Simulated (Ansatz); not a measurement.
# Sensitivity of the G0W0 gap of Germanium (Fd-3m, 2 atoms a cell)

Aim: change settings of a G0W0 run on Germanium (Fd-3m, 2 atoms a cell) and see what moves.

Calculated with Ansatz 0.2.0; G0W0 on r2SCAN, plane waves, PAW; PAW set soft_1.

Report form: the programs' logs are mostly left out.

**1. The structure**

Symmetry: Fd-3m, No. 227, cubic system. Conventional cell: a = 5.658 Å, b = 5.658 Å, c = 5.658 Å, α = 90.00°, β = 90.00°, γ = 90.00°. Ge has 4 Ge at 2.45 Å nearest.

The cell and positions come from the Crystallography Open Database and are kept as given unless a step says otherwise.

**2. The base run: 6×6×6 mesh, 102 empty bands, screening to 100 eV, PAW set soft_1 files**

G0W0 replaces the xc potential by the self-energy, built once from these orbitals. Only a window of levels is corrected, while the sums run over the empty bands that the input names. This step takes PAW set soft_1 files.

Input file input.yaml:

```yaml
crystal:
  lattice:
    - [0.0, 2.82891, 2.82891]
    - [2.82891, 0.0, 2.82891]
    - [2.82891, 2.82891, 0.0]
  atoms:
    - { symbol: Ge, position: [0.0, 0.0, 0.0] }
    - { symbol: Ge, position: [0.25, 0.25, 0.25] }
kpoints:
  mp_grid: { grid: [6, 6, 6] }
hamiltonian:
  xc: r2scan
  pseudopotentials: { kind: paw, azcp: { folder: soft_1 } }
scf:
  occupations: { method: fixed }
gw:
  n_empty_bands: 102
  ecut_chi: 100
  qp_bands: [v2, c2]
  qp_kpoints: band_edges
  screening: { model: contour_deformation }
```

Started as:

```
ansatz run input.yaml --threads 4 --pin off --max-ram 138240MiB --backend cuda --events-out ev --progress --plain --runs-dir out --devices 1 --max-vram 26GiB
```

It took 11 s on 1 × NVIDIA H100 80GB HBM3 (shared by 3 runs) with 4 threads of AMD EPYC 7R13 (Zen 3), shared host; peak memory 1.2 GiB.

Numbers from this step:

* bands summed: 116
* RPA ε∞ on this mesh (eigenvalues): 90.35, 90.35, 90.35
* plane waves in the screening matrix: 113
* q-points in the mesh: 216
* G0W0 gap on the mesh: 0.7941 eV
* k of the valence top: 0, 0, 0
* k of the conduction bottom: 0, 0, -0.5
* starting gap on the mesh: 0.4437 eV
* Z at the valence top: 0.7666
* Z at the conduction bottom: 0.7711
* least direct G0W0 gap on the computed points: 1.000 eV

The gap on the mesh goes from 0.44 eV to 0.79 eV, a correction of +0.35 eV, though a band edge has moved to another state.

**3. Variant: potentials**

Other atomic data (hard PAW) test the pseudisation: the cutoff goes from 500 to 1230 eV, with the same valence electrons.

This step: G0W0 on r2SCAN, plane waves, PAW.

Changes to input.yaml since step 2:

```diff
@@ -12,3 +12,3 @@
   xc: r2scan
-  pseudopotentials: { kind: paw, azcp: { folder: soft_1 } }
+  pseudopotentials: { kind: paw, source: ansatz }
 scf:
```

Elapsed: 16 s, on 1 × NVIDIA H100 80GB HBM3 (shared by 3 runs) with 4 threads; peak memory 1.5 GiB; 25 s of CPU time.

The G0W0 gap on the mesh is 0.799 eV.

Against the base:

```
setting            base   variant
  files  PAW set soft_1  hard PAW
```

```
                                    quantity  variant   base
                    starting gap on the mesh    0.440  0.444
                        G0W0 gap on the mesh    0.799  0.794
least direct G0W0 gap on the computed points    1.012  1.000
                        Z at the valence top    0.767  0.767
                  Z at the conduction bottom    0.771  0.771
```

**4. Variant: frequency model**

A plasmon pole stands in for the full frequency dependence of the screening; this run shows what that costs in accuracy.

This step: G0W0 on r2SCAN, plane waves, PAW; PAW set soft_1.

input.yaml, the sections that differ from step 3:

```yaml
hamiltonian:
  xc: r2scan
  pseudopotentials: { kind: paw, azcp: { folder: soft_1 } }
gw:
  n_empty_bands: 102
  ecut_chi: 100
  qp_bands: [v2, c2]
  qp_kpoints: band_edges
  screening: { model: godby_needs }
# crystal, kpoints, scf: as in step 3
```

The job ended after 14 s (1 × NVIDIA H100 80GB HBM3 (shared by 3 runs) with 4 threads; peak memory 1.2 GiB).

The G0W0 gap on the mesh is 0.816 eV.

Against the base:

```
        setting                 base       variant
frequency model  contour deformation  plasmon pole
```

```
                                    quantity  variant   base
                    starting gap on the mesh    0.444  0.444
                        G0W0 gap on the mesh    0.816  0.794
least direct G0W0 gap on the computed points    1.077  1.000
                        Z at the valence top    0.800  0.767
                  Z at the conduction bottom    0.802  0.771
```

**5. Outcome**

* base: 0.79 eV, 11 s
* potentials: 0.80 eV, 16 s
* frequency model: 0.82 eV, 14 s

In words: Potentials: the gap moves by +0.005 eV (the plane-wave cutoff goes from 500 to 1230 eV). Frequency model: the gap moves by +0.02 eV. All runs here use a coarse mesh and modest cutoffs; they test settings and are not final values. The 6×6×6 mesh is coarse for this cell (its supercell is 24 Å along the shortest edge). The RPA ε∞ on it, from the r2SCAN start, is 90.35; such meshes misread the long-range screening, most where the gap is narrow. On this mesh the RPA ε∞ passes 90, more than nearly any semiconductor shows; a coarse mesh does this where one point with a narrow direct gap carries much weight. The screening is then too strong, and the G0W0 gap should not be taken as the material's. The many-body steps are scalar-relativistic: spin-orbit coupling is not in them.

[Paths, hosts, dates, memory and timing lines, banners, echoed tables and standing remarks are left out of the program output.]

[Logs are printed without paths, hosts, clocks, repeated set-up lines and the standing remarks that a program may print on its own settings, such as how far it seeks lower states.]

[Runs of the session that timed out or met a known fault of the program may be left out.]

[Cells called generated may have been cut or substituted from an entry of the Crystallography Open Database or the Materials Project.]

[Hosts, paths, dates, database ids (printed as entryN), source tags and the programs' standing remarks are cut or masked in the printed files.]
